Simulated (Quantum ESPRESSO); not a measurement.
# C (Diamond): from strain to phonon shift

Aim: the phonon deformation potentials p and q of C (Diamond), tested on a biaxially strained cell.

Program: Quantum ESPRESSO 7.5. Level of theory: DFT PBE, scalar-relativistic, plane waves, PseudoDojo norm-conserving pseudopotentials. Results are calculated unless marked as measured.

## 1. The relaxed structure

The structure is cubic, space group Fd-3m (No. 227). Conventional cell: a = 3.572 Å, b = 3.572 Å, c = 3.572 Å, α = 90.00°, β = 90.00°, γ = 90.00°. Nearest to C lie 4 C at 1.55 Å.

Structure file:

```cif
data_structure
_symmetry_space_group_name_H-M 'Fd-3m:1'
_symmetry_Int_Tables_number 227
_cell_length_a 3.5723
_cell_length_b 3.5723
_cell_length_c 3.5723
_cell_angle_alpha 90.000
_cell_angle_beta 90.000
_cell_angle_gamma 90.000
_cell_volume 45.59
loop_
_atom_site_label
_atom_site_type_symbol
_atom_site_symmetry_multiplicity
_atom_site_Wyckoff_symbol
_atom_site_fract_x
_atom_site_fract_y
_atom_site_fract_z
_atom_site_occupancy
C1 C 8 b 0.00000 0.50000 0.00000 1
```

This is the cell after its relaxation at this level of theory, not the database cell from which that began.

## 2. Uniaxial strain

The relaxed cell is stretched along z alone. This keeps all atoms on sites fixed by symmetry and splits the threefold mode into a singlet, polarised along z, and a doublet. Cutoff 90 Ry, k mesh 12×12×12.

From the response at ε_zz = 0.01:

What it wrote:

```text
[banners, grids, parts of the stress and lines that vanish by symmetry left out]
Program PHONON v.7.5
     Reading xml data from directory:

[...]
Exchange-correlation= PBE
                           (   1   4   3   4   0   0   0)
[...]
kinetic-energy cut-off    =      90.0000  Ry
     charge density cut-off    =     360.0000  Ry
     convergence threshold     =      1.0E-18
[...]
Exchange-correlation= PBE
                           (   1   4   3   4   0   0   0)
[...]
q = (   0.0000000   0.0000000   0.0000000 )
     17 Sym.Ops. (with q -> -q+G )
     G cutoff =  209.8705  (   8937 G-vectors)     FFT grid: ( 32, 32, 32)
     number of k points=   163
[...]
Mode symmetry, D_4h(4/mmm) point group:
[...]
Representation #   1 mode #   1
[...]
End of self-consistent calculation
     Convergence has been achieved
     Representation #   2 modes #   2   3
[...]
End of self-consistent calculation
     Convergence has been achieved
     Representation #   3 mode #   4
[...]
End of self-consistent calculation
     Convergence has been achieved
     Representation #   4 modes #   5   6
[...]
End of self-consistent calculation
     Convergence has been achieved
[...]
q = (    0.000000000   0.000000000   0.000000000 )
[...]
freq (    1) =       0.018237 [THz] =       0.608314 [cm-1]
     freq (    2) =       0.019264 [THz] =       0.642589 [cm-1]
     freq (    3) =       0.019264 [THz] =       0.642589 [cm-1]
     freq (    4) =      38.145335 [THz] =    1272.391423 [cm-1]
     freq (    5) =      38.361552 [THz] =    1279.603637 [cm-1]
     freq (    6) =      38.361552 [THz] =    1279.603637 [cm-1]
[...]
Mode symmetry, D_4h(4/mmm) point group:
     freq (   1-   1) =          0.6  [cm-1]   --> A_2u X_4' M_4'  I
     freq (   2-   3) =          0.6  [cm-1]   --> E_u  X_5' M_5'  I
     freq (   4-   4) =       1272.4  [cm-1]   --> B_2g X_3  M_3   R
     freq (   5-   6) =       1279.6  [cm-1]   --> E_g  X_5  M_5   R

   JOB DONE.
```

| ε_zz | singlet (cm⁻¹) | doublet (cm⁻¹) | σ_zz (GPa) | σ_xx (GPa) |
| --- | --- | --- | --- | --- |
| -0.01 | 1307.46 | 1300.61 | -10.650 | -1.320 |
| -0.005 | 1298.83 | 1295.36 | -5.290 | -0.637 |
| 0 | 1290.11 | 1290.11 | 0.001 | 0.001 |
| 0.005 | 1281.29 | 1284.85 | 5.222 | 0.596 |
| 0.01 | 1272.39 | 1279.60 | 10.374 | 1.148 |

Stress is counted positive in tension.

## 3. The fit

To first order ω² − ω₀² = p ε_zz + q (ε_xx + ε_yy) for the mode along z, and likewise for x and y. With ε_zz alone the singlet gives p and the doublet q.

The linear terms of parabolas through ω² are p = -2.72 ω₀² and q = -1.63 ω₀², with ω₀ = 1290.1 cm⁻¹. Those of the stresses are C11 = 1051 GPa and C12 = 123 GPa. Under hydrostatic strain p and q imply γ = −(p + 2q)/(6 ω₀²) = 1.00.

A layer held to an in-plane strain ε and free along z takes ε_zz = −2 (C12/C11) ε = -0.235 ε. To first order the singlet then shifts by (q − p C12/C11) ε / ω₀ = -1690 ε cm⁻¹. For ε = 0.004, ε_zz = -0.00094, the formulas for ω² predict 1283.34 cm⁻¹ for the singlet and 1279.84 cm⁻¹ for the doublet.

## 4. A biaxially strained cell

This run was no part of the fit.

What it wrote:

```text
[banners, grids, parts of the stress and lines that vanish by symmetry left out]
[banner, memory and clock lines left out]
Program PHONON v.7.5

[...]
Exchange-correlation= PBE
                           (   1   4   3   4   0   0   0)
[...]
kinetic-energy cut-off    =      90.0000  Ry
     charge density cut-off    =     360.0000  Ry
     convergence threshold     =      1.0E-18
[...]
Exchange-correlation= PBE
                           (   1   4   3   4   0   0   0)
[...]
q = (   0.0000000   0.0000000   0.0000000 )
     17 Sym.Ops. (with q -> -q+G )
     G cutoff =  208.4198  (   8865 G-vectors)     FFT grid: ( 32, 32, 32)
     number of k points=   163
[...]
Mode symmetry, D_4h(4/mmm) point group:
[...]
Representation #   1 mode #   1
[...]
End of self-consistent calculation
     Convergence has been achieved
     Representation #   2 modes #   2   3
[...]
End of self-consistent calculation
     Convergence has been achieved
     Representation #   3 mode #   4
[...]
End of self-consistent calculation
     Convergence has been achieved
     Representation #   4 modes #   5   6
[...]
End of self-consistent calculation
     Convergence has been achieved
[...]
q = (    0.000000000   0.000000000   0.000000000 )
[...]
freq (    1) =       0.032240 [THz] =       1.075415 [cm-1]
     freq (    2) =       0.032240 [THz] =       1.075415 [cm-1]
     freq (    3) =       0.033040 [THz] =       1.102089 [cm-1]
     freq (    4) =      38.369353 [THz] =    1279.863846 [cm-1]
     freq (    5) =      38.369353 [THz] =    1279.863846 [cm-1]
     freq (    6) =      38.475327 [THz] =    1283.398758 [cm-1]
[...]
Mode symmetry, D_4h(4/mmm) point group:
     freq (   1-   1) =          1.1  [cm-1]   --> A_2u X_4' M_4'  I
     freq (   2-   3) =          1.1  [cm-1]   --> E_u  X_5' M_5'  I
     freq (   4-   5) =       1279.9  [cm-1]   --> E_g  X_5  M_5   R
     freq (   6-   6) =       1283.4  [cm-1]   --> B_2g X_3  M_3   R
```

| mode | predicted (cm⁻¹) | run (cm⁻¹) |
| --- | --- | --- |
| singlet | 1283.34 | 1283.40 |
| doublet | 1279.84 | 1279.86 |

The stress along z is -0.005 GPa and that in the plane 4.514 GPa; the unstrained cell carries 0.001 GPa.

## 5. What came out

```
p (in units of the squared frequency)           : -2.718
q (same units)                                  : -1.629
shift of the singlet per unit of biaxial strain : -1690 cm⁻¹
C11 and C12                                     : 1051 and 123 GPa
```

In words: To first order, one per cent of tensile biaxial strain moves the singlet of C (Diamond) by -16.9 cm⁻¹ and the doublet by -25.6 cm⁻¹; the formulas miss the test run by up to 0.06 cm⁻¹. In backscattering from (001) the mode polarised along z is the one seen in diamond and zinc-blende crystals. The third potential, r, needs shear strain and a relaxation of the atoms, which was not run. These are harmonic values at zero temperature.

[Host names and launcher messages were left out of these logs when they were recorded.]

[Logs are printed without paths, hosts, clocks, repeated set-up lines and the standing remarks that a program may print on its own settings, such as how far it seeks lower states.]

[Hosts, paths, dates, database ids (printed as entryN), source tags and the programs' standing remarks are cut or masked in the printed files.]
